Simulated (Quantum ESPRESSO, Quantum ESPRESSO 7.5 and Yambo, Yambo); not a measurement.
# Excitons of TiO2 (Anatase): kernels and approximations

Aim: the absorption spectrum of TiO2 (Anatase) with electron-hole interaction, and what each part of the kernel does.

Method: PBE and many-body steps on it, plane waves, in Quantum ESPRESSO 7.5 and Yambo 5.3.0.

## Step 1: Set-up

Symmetry: I4_1/amd, No. 141, tetragonal system. The conventional cell has a = 3.784 Å, b = 3.784 Å, c = 9.515 Å, α = 90.00°, β = 90.00°, γ = 90.00°. Nearest to Ti lie 6 O at 1.93 to 1.98 Å. Nearest to O lie 3 Ti at 1.93 to 1.98 Å. Farther neighbours and most contacts between anions are not listed.

Coordinates:

```cif
data_structure
_symmetry_space_group_name_H-M 'I4_1/amd:1'
_symmetry_Int_Tables_number 141
_cell_length_a 3.7842
_cell_length_b 3.7842
_cell_length_c 9.5146
_cell_angle_alpha 90.000
_cell_angle_beta 90.000
_cell_angle_gamma 90.000
_cell_volume 136.25
loop_
_atom_site_label
_atom_site_type_symbol
_atom_site_symmetry_multiplicity
_atom_site_Wyckoff_symbol
_atom_site_fract_x
_atom_site_fract_y
_atom_site_fract_z
_atom_site_occupancy
Ti1 Ti 4 a 0.00000 0.00000 0.00000 1
O1 O 8 e 0.00000 0.00000 0.20810 1
```

The cell and positions come from the Crystallography Open Database and are kept as given unless a step says otherwise.

## Step 2: Empty states on the mesh, 4×4×4 mesh, 78 bands

This step: Quantum ESPRESSO 7.5; DFT, PBE, plane waves, norm-conserving pseudopotentials.

The sums over transitions need many empty states on a uniform mesh; this step solves for them.

File pw.in:

```
&control
  calculation = 'nscf'
  prefix = 'x'
  outdir = 'o'
  pseudo_dir = 'pseudo'
/
&system
  ibrav = 0
  nat = 6
  ntyp = 2
  ecutwfc = 76.0
  nbnd = 78
  force_symmorphic = .true.
/
&electrons
  conv_thr = 1e-9
  electron_maxstep = 80
  diago_full_acc = .true.
  diago_thr_init = 5e-6
/
ATOMIC_SPECIES
  Ti 47.867 Ti.upf
  O 15.999 O.upf
CELL_PARAMETERS angstrom
  -1.8921000000 1.8921000000 4.7573000000
  1.8921000000 -1.8921000000 4.7573000000
  1.8921000000 1.8921000000 -4.7573000000
ATOMIC_POSITIONS crystal
  Ti 0.0000000000 0.0000000000 0.0000000000
  Ti 0.7500000000 0.2500000000 0.5000000000
  O 0.2081000000 0.2081000000 0.0000000000
  O 0.9581000000 0.4581000000 0.5000000000
  O 0.5419000000 0.0419000000 0.5000000000
  O 0.7919000000 0.7919000000 0.0000000000
K_POINTS automatic
  4 4 4 0 0 0
```

Run with:

```
> OMP_NUM_THREADS=1 mpirun -n 8 pw.x -nk 4 -in pw.in > pw.out
```

Output:

```text
Program PWSCF v.7.5 starts

     This program is part of the open-source Quantum ESPRESSO suite
     for quantum simulation of materials; please cite
         "P. Giannozzi et al., J. Phys.:Condens. Matter 21 395502 (2009);
         "P. Giannozzi et al., J. Phys.:Condens. Matter 29 465901 (2017);
         "P. Giannozzi et al., J. Chem. Phys. 152 154105 (2020);
     in publications or presentations arising from this work. More details at

     Atomic positions and unit cell read from directory:
     o/x.save/

     Message from routine setup:
[...]
k =-0.7212-0.7212 0.0000 (  5150 PWs)   bands (ev):

[...]
37.7118  37.7118  38.5846  38.5846  40.2942  40.2942  40.8240  40.8240
    42.4934  42.4934  43.6158  43.6158  45.1016  45.1016  45.5208  45.5208
    46.8734  46.8734  47.5100  47.5100  48.5639  48.5640

          k = 0.3606 0.0000 0.1434 (  5139 PWs)   bands (ev):

     [... further k-points ...]

     highest occupied, lowest unoccupied level (ev):     7.2976    9.4863

     XML data file, pseudopotentials, collected wavefunctions

=------------------------------------------------------------------------------=
   JOB DONE.
=------------------------------------------------------------------------------=
```

Run time: 15 s. Hardware: 8 MPI ranks of Intel Xeon Platinum 8375C at 2.90GHz (Ice Lake), shared host; peak memory 0.6 GiB.

This step gave:

```
gap                                                           : 2.189 eV
k of the valence top                                          : 0, 0, -0.5
k of the conduction bottom                                    : 0, 0, 0
least direct gap                                              : 2.492 eV
k points computed                                             : 13
lowest point of the top converged band, above the valence top : 40.82 eV
```

On this mesh the gap is 2.189 eV.

The density comes from a self-consistent run that is not shown.

## Step 3: Conversion and set-up

This step: Yambo 5.3.0; conversion and set-up on PBE, plane waves, norm-conserving pseudopotentials.

The states are converted to the many-body program's format and the q mesh is built.

Run with:

```
> (cd o/x.save; p2y > p2y.log; mv SAVE ../..); yambo > setup.log
```

Output:

```text
 Yambo, version 5.3.0

 [02] CORE Variables Setup
 =========================

  [02.01] Unit cells
  ==================

  Cell kind             :  Unknown
  Atoms in the cell     :  Ti  O
  number of Ti atoms    :  2
  number of O  atoms    :   4

  List of atomic masses
  Mass of Ti    :  47.86700
  Mass of O     :  15.99900

  List of atomic coordinates    : [cc]
  Ti1       :  0.000000  0.000000  0.000000  order 1
  Ti2       :  0.000000  3.575551  4.494997  order 2
  O1       :  0.69697E-16  0.69697E-16   3.7416      order 3
[...]
Q [ 1]         [rlu]:  0.000000  0.000000  0.000000
 Q [ 2]         [rlu]:  0.55297E-17  0.72474E-16  0.25000
 Q [ 3]         [rlu]: -0.74239E-16 -0.81769E-16 -0.50000
[...]
Q [ 8]         [rlu]:  0.250000  0.250000  0.250000
 Q [ 9]         [rlu]:  0.250000  0.250000 -0.250000
 Q [10]         [rlu]:  0.250000  0.500000 -0.500000
 Q [11]         [rlu]:  0.250000 -0.250000  0.250000
 Q [12]         [rlu]:  0.250000  0.750000 -0.500000
 Q [13]         [rlu]:  0.500000  0.500000 -0.500000

  [03.01] X indexes
  =================

   [03.01.01] Sigma indexes
   ========================

 [06] Game Over & Game summary
```

Run time: 3.3 s. Hardware: 1 MPI rank; peak memory 0.24 GiB.

## Step 4: Screening and self-energy, 4×4×4 mesh, 78 bands, screening to 95.2 eV

Now the one-shot GW correction: screening in the RPA, then the self-energy of the levels asked for.

This step: G0W0 on PBE, plane waves, norm-conserving pseudopotentials.

File gw1.in:

```
HF_and_locXC
gw0
dyson
ppa
em1d
rim_cut
RandQpts= 1000000
RandGvec= 1 RL
EXXRLvcs= 76 Ry
VXCRLvcs= 304 Ry
Chimod= "HARTREE"
% BndsRnXp
 1 | 78 |
%
NGsBlkXp= 7 Ry
% LongDrXp
 1 | 1 | 1 |
%
% GbndRnge
 1 | 78 |
%
DysSolver= "n"
ExtendOut
PPAPntXp= 27.21138 eV
% QPkrange
 3 | 3 | 23 | 26 |
 1 | 1 | 23 | 26 |
 9 | 9 | 23 | 26 |
%
```

Run with:

```
> OMP_NUM_THREADS=2 mpirun -n 4 yambo -F gw1.in -J gw1 -C gw1 > gw1.log
```

Output:

```text
 Yambo, version 5.3.0

 [02] CORE Variables Setup
 =========================

  [... cell, symmetries and grids as in the set-up ...]

  [02.05] Energies & Occupations
  ==============================

  [X] === General ===
  [X] Electronic Temperature                        :  0.000000  0.000000 [eV K]
  [X] Bosonic    Temperature                        :  0.000000  0.000000 [eV K]
  [X] Finite Temperature mode                       : no
  [X] El. density                                   :  0.70458E+24 [cm-3]
[...]
QP @ state[ 2 ] b range                          :  23  26
   QP @ state[ 3 ] K range                          :   9   9
   QP @ state[ 3 ] b range                          :  23  26
   GF energies kind                                 : Perdew, Burke & Ernzerhof(X)+Perdew, Burke & Ernzerhof(C)
   GF WF`s kind                                     : Perdew, Burke & Ernzerhof(X)+Perdew, Burke & Ernzerhof(C)
   Xs energies kind                                 : Perdew, Burke & Ernzerhof(X)+Perdew, Burke & Ernzerhof(C)
   Xs WF`s kind                                     : Perdew, Burke & Ernzerhof(X)+Perdew, Burke & Ernzerhof(C)

 [11] Game Over & Game summary
```

The job ended after 4.2 min (4 MPI ranks; peak memory 4.3 GiB).

Numbers from this step:

* G0W0 gap on the points computed: 3.719 eV
* starting gap on the mesh: 2.189 eV
* k of the valence top: 0, 0, -0.5
* k of the conduction bottom: 0, 0, 0
* least direct G0W0 gap on the computed points: 4.043 eV

The gap on the mesh goes from 2.19 eV to 3.72 eV, a correction of +1.53 eV.

The gap opens by 1.530 eV; the next steps shift the empty bands rigidly by 1.552 eV, the correction at the start's least direct gap.

## Step 5: Empty states on the mesh, 4×4×4 mesh, 39 bands

This step: Quantum ESPRESSO 7.5; DFT, PBE, plane waves, norm-conserving pseudopotentials.

Changes to pw.in since step 2:

```diff
@@ -11,3 +11,3 @@
   ecutwfc = 76.0
-  nbnd = 78
+  nbnd = 39
   force_symmorphic = .true.
```

Run with:

```
> OMP_NUM_THREADS=1 mpirun -n 8 pw.x -nk 4 -in pw.in > pw.out
```

Output:

```text
[banner, memory and clock lines left out]
Program PWSCF v.7.5 starts

     Atomic positions and unit cell read from directory:
     o/x.save/

     Message from routine setup:
     using ibrav=0 with symmetry is DISCOURAGED, use correct ibrav instead

     bravais-lattice index     =            0
     lattice parameter (alat)  =      10.3145  a.u.
     unit-cell volume          =     459.7326 (a.u.)^3
     number of atoms/cell      =            6
     number of atomic types    =            2
     number of electrons       =        48.00
[...]
k = 0.3606 0.3606 0.0000 (  5174 PWs)   bands (ev):

[...]
14.2437  14.2638  16.8059  20.0527  20.5644  21.0994  22.9276

          k =-0.7212-0.7212 0.0000 (  5150 PWs)   bands (ev):

[...]
3.5525   3.5525   4.6850   4.6850   5.2790   5.2790   7.2976   7.2976
    10.7265  10.7265  11.1943  11.1943  12.2736  12.2736  13.9568  13.9568
    14.8419  14.8419  19.4205  19.4206  20.0300  20.0300  23.5135

          k = 0.3606 0.0000 0.1434 (  5139 PWs)   bands (ev):

     [... further k-points ...]

     highest occupied, lowest unoccupied level (ev):     7.2976    9.4863

     XML data file, pseudopotentials, collected wavefunctions
```

Wall time 5.2 s (8 MPI ranks); peak memory 0.53 GiB.

This step gave:

- gap: 2.189 eV
- k of the valence top: 0, 0, -0.5
- k of the conduction bottom: 0, 0, 0
- least direct gap: 2.492 eV
- k points computed: 13
- lowest point of the top converged band, above the valence top: 14.81 eV

On this mesh the gap is 2.189 eV.

## Step 6: Conversion and set-up

This step: Yambo 5.3.0; conversion and set-up on PBE, plane waves, norm-conserving pseudopotentials.

Run with:

```
> (cd o/x.save; p2y > p2y.log; mv SAVE ../..); yambo > setup.log
```

Output:

```text
 Yambo, version 5.3.0

 [02] CORE Variables Setup
 =========================

  [02.01] Unit cells
  ==================

  Cell kind             :  Unknown
  Atoms in the cell     :  Ti  O
  number of Ti atoms    :  2
  number of O  atoms    :   4

  List of atomic masses
  Mass of Ti    :  47.86700
  Mass of O     :  15.99900

  List of atomic coordinates    : [cc]
  Ti1       :  0.000000  0.000000  0.000000  order 1
  Ti2       :  0.000000  3.575551  4.494997  order 2
  O1       :  0.69697E-16  0.69697E-16   3.7416      order 3
[...]
Q [ 1]         [rlu]:  0.000000  0.000000  0.000000
 Q [ 2]         [rlu]:  0.55297E-17  0.72474E-16  0.25000
 Q [ 3]         [rlu]: -0.74239E-16 -0.81769E-16 -0.50000
[...]
Q [ 8]         [rlu]:  0.250000  0.250000  0.250000
 Q [ 9]         [rlu]:  0.250000  0.250000 -0.250000
 Q [10]         [rlu]:  0.250000  0.500000 -0.500000
 Q [11]         [rlu]:  0.250000 -0.250000  0.250000
 Q [12]         [rlu]:  0.250000  0.750000 -0.500000
 Q [13]         [rlu]:  0.500000  0.500000 -0.500000

  [03.01] X indexes
  =================

   [03.01.01] Sigma indexes
   ========================

 [06] Game Over & Game summary
```

It took 3.6 s on 1 MPI rank; peak memory 0.24 GiB.

(Continued in part 2 of 3.)

[Paths, hosts, dates, memory and timing lines, banners, echoed tables and standing remarks are left out of the program output.]

[Logs are printed without paths, hosts, clocks, repeated set-up lines and the standing remarks that a program may print on its own settings, such as how far it seeks lower states.]

[Runs of the session that timed out or met a known fault of the program may be left out.]

[Hosts, paths, dates, database ids (printed as entryN), source tags and the programs' standing remarks are cut or masked in the printed files.]
